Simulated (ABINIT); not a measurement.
**BaAlGeH (P3m1): changed settings of a GW run in ABINIT**

What do changed inputs do to GW on BaAlGeH (P3m1)?

Method: PBEsol and many-body steps on it, plane waves, in ABINIT 10.8.3.

### Step 1. Starting point

Symmetry: P3m1, No. 156, trigonal system. The conventional cell has a = 4.345 Å, b = 4.345 Å, c = 5.216 Å, α = 90.00°, β = 90.00°, γ = 120.00°. Nearest to Ba lie 3 H at 2.60 Å. Al has 1 H at 1.73 Å and 3 Ge at 2.55 Å nearest. Ge has 3 Al at 2.55 Å nearest. H has 1 Al at 1.73 Å and 3 Ba at 2.60 Å nearest. Farther neighbours are not listed.

The cell and positions come from the Crystallography Open Database and are kept as given unless a step says otherwise. Spin-orbit coupling is left out unless a step names it.

### Step 2. Screening, 3×3×2 mesh, 78 bands, screening to 122.5 eV

This step: ABINIT 10.8.3; RPA screening on PBEsol, plane waves, norm-conserving pseudopotentials.

The RPA dielectric matrix is built and inverted for each q.

Input file run.abi:

```
acell 3*1.0 Angstrom
rprim 
  4.344840000012 -0.000000000003 0.000000000000
  -2.172420000004 3.762741815391 0.000000000000
  0.000000000000 0.000000000000 5.216060000000
ntypat 4
znucl 56 13 32 1
natom 4
typat 1 2 3 4
xred 
  0.000000000000 0.000000000000 0.000000000000
  0.666666666667 0.333333333333 0.539500000000
  0.333333333333 0.666666666667 0.455100000000
  0.666666666667 0.333333333333 0.870300000000
pp_dirpath "pseudos"
pseudos "Ba.upf, Al.upf, Ge.upf, H.upf"
ecut 35
ngkpt 3 3 2
nshiftk 1
shiftk 0 0 0
kptopt 1
chksymbreak 0
istwfk *1
occopt 1
irdwfk 1
optdriver 3
nband 78
ecuteps 4.5
inclvkb 2
awtr 1
symchi 1
indata_prefix "in"
outdata_prefix "out"
tmpdata_prefix "tmp"
```

Launch:

```sh
$ OMP_NUM_THREADS=1 mpirun -n 4 abinit run.abi > log
```

The log of the run:

```text
.Version 10.8.3 of ABINIT. v10.8.2 released Aug 2026.

 Symmetries : space group P3 m 1 (#156); Bravais hP (primitive hexag.)
[... echo of the input left out ...]
== DATASET  1 ==================================================================
-   mpi_nproc: 4, omp_nthreads: 1 (-1 if OMP is not activated)

--- !DatasetInfo
iteration_state: {dtset: 1, }
dimensions: {natom: 4, nkpt: 6, mband: 78, nsppol: 1, nspinor: 1, nspden: 1, mpw: 5718, }
cutoff_energies: {ecut:  35.0, pawecutdg:  -1.0, }
electrons: {nelect:   2.80000000E+01, charge:   0.00000000E+00, occopt:   1.00000000E+00, tsmear:   1.00000000E-02, }

 SCREENING: Calculation of the susceptibility and dielectric matrices

 Based on a program developped by R.W. Godby, V. Olevano, G. Onida, and L. Reining.
 Incorporated in ABINIT by V. Olevano, G.-M. Rignanese, and M. Torrent.
.Using double precision arithmetic ; gwpc =  8

[... cell and pseudopotentials left out ...]
--------------------------------------------------------------------------------

 ==== K-mesh for the wavefunctions ====
 Number of points in the irreducible wedge :     6
[... list of points left out ...]
 Together with  6 symmetry operations and time-reversal symmetry
 yields    18 points in the full Brillouin Zone.

 ==== Q-mesh for the screening function ====
 Number of points in the irreducible wedge :     6
[... list of points left out ...]
 Together with  6 symmetry operations and time-reversal symmetry
 yields    18 points in the full Brillouin Zone.

 setmesh: FFT mesh size selected  =    25x   25x   36
          total number of points  =        22500

 vcoul_init : cutoff-mode = AUXILIARY_FUNCTION
 q-points for optical limit:   1
     1)      0.000010    0.000020    0.000030

- screening: taking advantage of time-reversal symmetry
- Maximum band index for partially occupied states nbvw = 14
- Remaining bands to be divided among processors   nbcw = 64
- Number of bands treated by each node ~16

 Number of electrons calculated from density =   28.0000; Expected =   28.0000
 average of density, n =  0.048656
 r_s =    1.6992
 omega_plasma =   21.2778 [eV]

 calculating chi0 at frequencies [eV] :
  1    0.000000E+00    0.000000E+00
  2    0.000000E+00    2.127776E+01

--------------------------------------------------------------------------------
  q-point number  1        q = ( 0.000000, 0.000000, 0.000000) [r.l.u.]
--------------------------------------------------------------------------------
[... chi0 elements left out ...]
 For q-point:  0.000010 0.000020 0.000030
  dielectric constant =  25.8364
  dielectric constant without local fields =  29.0265

  Average fulfillment of the sum rule on Im[epsilon] for q-point    1 :     57.12  [%]
[... wings left out ...]
  q-point number  2        q = ( 0.333333, 0.000000, 0.000000) [r.l.u.]
--------------------------------------------------------------------------------
[... chi0 elements left out ...]
  Average fulfillment of the sum rule on Im[epsilon] for q-point    2 :     64.07  [%]

 [... 4 further q-points ...]
```

Wall time 14 s (4 MPI ranks of Arm Neoverse V1, shared host); peak memory 0.65 GiB.

This step gave:

| Property | Result |
| --- | --- |
| ε∞ with local fields, on this mesh, along the program's q direction | 25.84 |
| the same without local fields | 29.03 |
| plasma frequency | 21.28 eV |
| plane waves in the screening matrix | 249 |

Local fields lower ε∞ by 11 %. On a Γ-centred mesh this coarse the value itself is usually too large, while a short band sum pulls it down.

### Step 3. Base

The self-energy is evaluated for the states that the input lists, and the levels follow from it, in one-shot runs by the linearised quasiparticle equation.

This step: G0W0 on PBEsol, plane waves, norm-conserving pseudopotentials.

run.abi, as its differences from that of step 2:

```diff
@@ -25,8 +25,17 @@
 irdwfk 1
-optdriver 3
+optdriver 4
 nband 78
+gwcalctyp 0
+ecutsigx 35
+symsigma 1
+nkptgw 2
+kptgw 
+  0.0000000000 0.0000000000 0.5000000000
+  0.0000000000 0.0000000000 0.0000000000
+bdgw 
+  12 17
+  13 17
 ecuteps 4.5
-inclvkb 2
-awtr 1
-symchi 1
+irdscr 1
+ppmodel 1
 indata_prefix "in"
```

The log of the run:

```text
.Version 10.8.3 of ABINIT. v10.8.2 released Aug 2026.

 Symmetries : space group P3 m 1 (#156); Bravais hP (primitive hexag.)
[... echo of the input left out ...]
== DATASET  1 ==================================================================
-   mpi_nproc: 4, omp_nthreads: 1 (-1 if OMP is not activated)

--- !DatasetInfo
iteration_state: {dtset: 1, }
dimensions: {natom: 4, nkpt: 6, mband: 78, nsppol: 1, nspinor: 1, nspden: 1, mpw: 5718, }
cutoff_energies: {ecut:  35.0, pawecutdg:  -1.0, }
electrons: {nelect:   2.80000000E+01, charge:   0.00000000E+00, occopt:   1.00000000E+00, tsmear:   1.00000000E-02, }

 SIGMA: Calculation of the GW corrections

 Based on a program developped by R.W. Godby, V. Olevano, G. Onida, and L. Reining.
 Incorporated in ABINIT by V. Olevano, G.-M. Rignanese, and M. Torrent.
.Using double precision arithmetic ; gwpc =  8

[... cell and pseudopotentials left out ...]
--------------------------------------------------------------------------------

 ==== K-mesh for the wavefunctions ====
 Number of points in the irreducible wedge :     6
[... list of points left out ...]
 Together with  6 symmetry operations and time-reversal symmetry
 yields    18 points in the full Brillouin Zone.

 ==== Q-mesh for screening function ====
 Number of points in the irreducible wedge :     6
[... list of points left out ...]
 Together with  6 symmetry operations and time-reversal symmetry
 yields    18 points in the full Brillouin Zone.

 vcoul_init : cutoff-mode = AUXILIARY_FUNCTION
 q-points for optical limit:   1
     1)      0.000010    0.000020    0.000030
 setmesh: FFT mesh size selected  =    40x   40x   54
          total number of points  =        86400

 Number of electrons calculated from density =   28.0000; Expected =   28.0000
 average of density, n =  0.048656
 r_s =    1.6992
 omega_plasma =   21.2778 [eV]

 === KS Band Gaps ===
  >>>> For spin  1
   Minimum direct gap =   1.3455 [eV], located at k-point      :   0.0000  0.0000  0.5000
   Fundamental gap    =   1.1284 [eV], Top of valence bands at :   0.0000  0.0000  0.5000
                                       Bottom of conduction at :   0.0000  0.0000  0.0000
 SIGMA fundamental parameters:
 PLASMON POLE MODEL  1
 number of plane-waves for SigmaX                 5655
 number of plane-waves for SigmaC and W            249
 number of plane-waves for wavefunctions          5655
 number of bands                                    78
 number of independent spin polarizations            1
 number of spinorial components                      1
 number of k-points in IBZ                           6
 number of q-points in IBZ                           6
 number of symmetry operations                       6
 number of k-points in BZ                           18
 number of q-points in BZ                           18
 number of frequencies for dSigma/dE                 9
 frequency step for dSigma/dE [eV]                0.25
 number of omega for Sigma on real axis              0
 max omega for Sigma on real axis  [eV]           0.00
 zcut for avoiding poles [eV]                     0.10

 EPSILON^-1 parameters (SCR file):
 dimension of the eps^-1 matrix on file            249
 dimension of the eps^-1 matrix used               249
 number of plane-waves for wavefunctions          5655
 number of bands                                    78
 number of q-points in IBZ                           6
 number of frequencies                               2
 number of real frequencies                          1
 number of imag frequencies                          1

 matrix elements of self-energy operator (all in [eV])

 Perturbative Calculation

--- !SelfEnergy_ee
iteration_state: {dtset: 1, }
kpoint     : [   0.000,    0.000,    0.500, ]
spin       : 1
KS_gap     :    1.345
QP_gap     :    1.839
Delta_QP_KS:    0.494
data: !SigmaeeData |
     Band     E0 <VxcDFT>   SigX SigC(E0)      Z dSigC/dE  Sig(E)    E-E0       E
       12   5.060 -11.036 -13.052   1.520   0.772  -0.295 -11.419  -0.382   4.678
       13   5.060 -11.036 -13.052   1.520   0.772  -0.295 -11.419  -0.382   4.678
       14   5.107 -10.553 -12.086   1.220   0.772  -0.296 -10.795  -0.242   4.866
       15   6.453 -10.682  -6.766  -3.592   0.777  -0.287 -10.430   0.252   6.705
       16   7.040  -9.547  -5.309  -3.731   0.785  -0.274  -9.149   0.398   7.438
       17   7.040  -9.547  -5.309  -3.731   0.785  -0.274  -9.149   0.398   7.438

--- !SelfEnergy_ee
iteration_state: {dtset: 1, }
kpoint     : [   0.000,    0.000,    0.000, ]
spin       : 1
KS_gap     :    1.553
QP_gap     :    2.091
Delta_QP_KS:    0.538
data: !SigmaeeData |
     Band     E0 <VxcDFT>   SigX SigC(E0)      Z dSigC/dE  Sig(E)    E-E0       E
       13   4.683 -10.640 -12.476   1.428   0.772  -0.295 -10.955  -0.315   4.368
       14   4.683 -10.640 -12.476   1.428   0.772  -0.295 -10.955  -0.315   4.368
       15   6.236 -10.039  -6.233  -3.520   0.778  -0.285  -9.816   0.223   6.459
       16   8.408  -9.931  -5.601  -3.918   0.778  -0.285  -9.611   0.320   8.728
       17   8.408  -9.931  -5.601  -3.918   0.778  -0.285  -9.611   0.320   8.728

== END DATASET(S) ==============================================================
================================================================================

 -outvars: echo values of variables after computation  --------
           etotal      0.0000000000E+00
            nband          78
             nkpt           6
          spgroup         156
 [... the other variables as echoed above ...]

 Calculation completed.
```

The job ended after 8.4 s (4 MPI ranks; peak memory 0.57 GiB; 33 s of CPU time).

This step gave:

```yaml
g0w0_gap_on_the_points_computed: 1.593 eV
starting_gap_on_the_mesh: 1.128 eV
k_of_the_valence_top: 0, 0, 0.5
k_of_the_conduction_bottom: 0, 0, 0
z_at_the_valence_top: 0.772
z_at_the_conduction_bottom: 0.778
least_direct_g0w0_gap_on_the_computed_points: 1.839 eV
```

The gap on the mesh goes from 1.13 eV to 1.59 eV, a correction of +0.46 eV.

### Step 4. Coulomb singularity

run.abi, as its differences from that of step 3:

```diff
@@ -40,2 +40,3 @@
 ppmodel 1
+gw_icutcoul 7
 indata_prefix "in"
```

The log of the run:

```text
.Version 10.8.3 of ABINIT. v10.8.2 released Aug 2026.

 Symmetries : space group P3 m 1 (#156); Bravais hP (primitive hexag.)
[... echo of the input left out ...]
== DATASET  1 ==================================================================
-   mpi_nproc: 4, omp_nthreads: 1 (-1 if OMP is not activated)

--- !DatasetInfo
iteration_state: {dtset: 1, }
dimensions: {natom: 4, nkpt: 6, mband: 78, nsppol: 1, nspinor: 1, nspden: 1, mpw: 5718, }
cutoff_energies: {ecut:  35.0, pawecutdg:  -1.0, }
electrons: {nelect:   2.80000000E+01, charge:   0.00000000E+00, occopt:   1.00000000E+00, tsmear:   1.00000000E-02, }

 SIGMA: Calculation of the GW corrections

 Based on a program developped by R.W. Godby, V. Olevano, G. Onida, and L. Reining.
 Incorporated in ABINIT by V. Olevano, G.-M. Rignanese, and M. Torrent.
.Using double precision arithmetic ; gwpc =  8

[... cell and pseudopotentials left out ...]
--------------------------------------------------------------------------------

 ==== K-mesh for the wavefunctions ====
 Number of points in the irreducible wedge :     6
[... list of points left out ...]
 Together with  6 symmetry operations and time-reversal symmetry
 yields    18 points in the full Brillouin Zone.

 ==== Q-mesh for screening function ====
 Number of points in the irreducible wedge :     6
[... list of points left out ...]
 Together with  6 symmetry operations and time-reversal symmetry
 yields    18 points in the full Brillouin Zone.

 vcoul_init : cutoff-mode = AUX_GB
 q-points for optical limit:   1
     1)      0.000010    0.000020    0.000030
 setmesh: FFT mesh size selected  =    40x   40x   54
          total number of points  =        86400

 Number of electrons calculated from density =   28.0000; Expected =   28.0000
[...]
number of omega for Sigma on real axis              0
 max omega for Sigma on real axis  [eV]           0.00
 zcut for avoiding poles [eV]                     0.10

 EPSILON^-1 parameters (SCR file):
 dimension of the eps^-1 matrix on file            249
 dimension of the eps^-1 matrix used               249
 number of plane-waves for wavefunctions          5655
 number of bands                                    78
 number of q-points in IBZ                           6
 number of frequencies                               2
 number of real frequencies                          1
 number of imag frequencies                          1

 matrix elements of self-energy operator (all in [eV])

 Perturbative Calculation

--- !SelfEnergy_ee
iteration_state: {dtset: 1, }
kpoint     : [   0.000,    0.000,    0.500, ]
spin       : 1
KS_gap     :    1.345
QP_gap     :    1.841
Delta_QP_KS:    0.496
data: !SigmaeeData |
     Band     E0 <VxcDFT>   SigX SigC(E0)      Z dSigC/dE  Sig(E)    E-E0       E
       12   5.060 -11.036 -13.159   1.572   0.770  -0.299 -11.461  -0.424   4.636
       13   5.060 -11.036 -13.159   1.572   0.770  -0.299 -11.461  -0.424   4.636
       14   5.107 -10.553 -12.193   1.271   0.770  -0.299 -10.837  -0.284   4.823
[...]
--- !SelfEnergy_ee
iteration_state: {dtset: 1, }
kpoint     : [   0.000,    0.000,    0.000, ]
spin       : 1
KS_gap     :    1.553
QP_gap     :    2.092
Delta_QP_KS:    0.539
data: !SigmaeeData |
     Band     E0 <VxcDFT>   SigX SigC(E0)      Z dSigC/dE  Sig(E)    E-E0       E
[...]
16   8.408  -9.931  -5.601  -3.970   0.776  -0.288  -9.652   0.279   8.688
       17   8.408  -9.931  -5.601  -3.970   0.776  -0.288  -9.652   0.279   8.688

== END DATASET(S) ==============================================================
================================================================================

 -outvars: echo values of variables after computation  --------
           etotal      0.0000000000E+00
            nband          78
             nkpt           6
          spgroup         156
 [... the other variables as echoed above ...]

 Calculation completed.
```

It took 8.3 s on 4 MPI ranks; peak memory 0.57 GiB.

This step gave:

| Item | Value |
| --- | --- |
| G0W0 gap on the points computed | 1.595 eV |
| starting gap on the mesh | 1.128 eV |
| k of the valence top | 0, 0, 0.5 |
| k of the conduction bottom | 0, 0, 0 |
| Z at the valence top | 0.77 |
| Z at the conduction bottom | 0.776 |
| least direct G0W0 gap on the computed points | 1.841 eV |

Against G0W0 in ABINIT (3×3×2 mesh, 78 bands, screening to 122.5 eV, Godby-Needs plasmon pole), the gap moves by +0.002 eV.

### Step 5. Side by side

Times are wall times on 4 MPI ranks of Arm Neoverse V1, shared host, good to a factor of about two. A run's time includes the screening step that it read.

```csv
run,mesh,bands,screening cutoff (eV),DFT gap (eV),gap on the mesh (eV),direct (eV),ε∞ used,time
base,3×3×2,78,122.5,1.128,1.593,1.839,25.84,22 s
Coulomb singularity,3×3×2,78,122.5,1.128,1.595,1.841,25.84,22 s
```

### Step 6. Summary of results

```
base                : 1.593 eV
Coulomb singularity : 1.595 eV
known limits        : not at the basis limit; exchange with frozen shells missing; mesh may overstate the screening; no spin-orbit coupling; coarse k mesh
```

What this shows: Coulomb singularity: +0.002 eV against base (keys changed: gw_icutcoul). Bands and cutoff are finite, so the gap is not at the basis limit. The miss can reach some tenths of an eV and take either sign; the mesh is an error of its own. In the first G0W0 run levels were corrected at 2 k points alone, so a gap called «on the mesh» is the least over those, and an edge elsewhere would be missed. The 3×3×2 mesh is coarse for this cell, which bears on the long-range parts of exchange and screening. The norm-conserving file of at least one element keeps a d shell over frozen s and p shells of the same row. Exchange with those shells is missing from the self-energy, an error of 0.3 to 0.9 eV in cases checked, whose sign depends on which edge lies on those atoms. The RPA ε∞ on this mesh reaches over 25; with a narrow direct gap a coarse mesh can overstate it, and the correction is then too small. The many-body steps are scalar-relativistic: spin-orbit coupling is not in them.

[Paths, hosts, dates, memory and timing lines, banners, echoed tables and standing remarks are left out of the program output.]

[Logs are printed without paths, hosts, clocks, repeated set-up lines and the standing remarks that a program may print on its own settings, such as how far it seeks lower states.]

[Runs of the session that timed out or met a known fault of the program may be left out.]

[No measured gap is set beside runs whose start may be inverted or whose files or cutoffs have a known fault.]

[Hosts, paths, dates, database ids (printed as entryN), source tags and the programs' standing remarks are cut or masked in the printed files.]

[G0W0 gaps are taken among the corrected bands and points alone; a level outside them can change the order at an edge.]

[Where Ansatz stands beside ABINIT at settings called matched, ABINIT's density can come from a denser mesh and the files from another edition; pairs whose starting gaps differed by over 0.03 eV were left out, so agreement reads better than it is.]
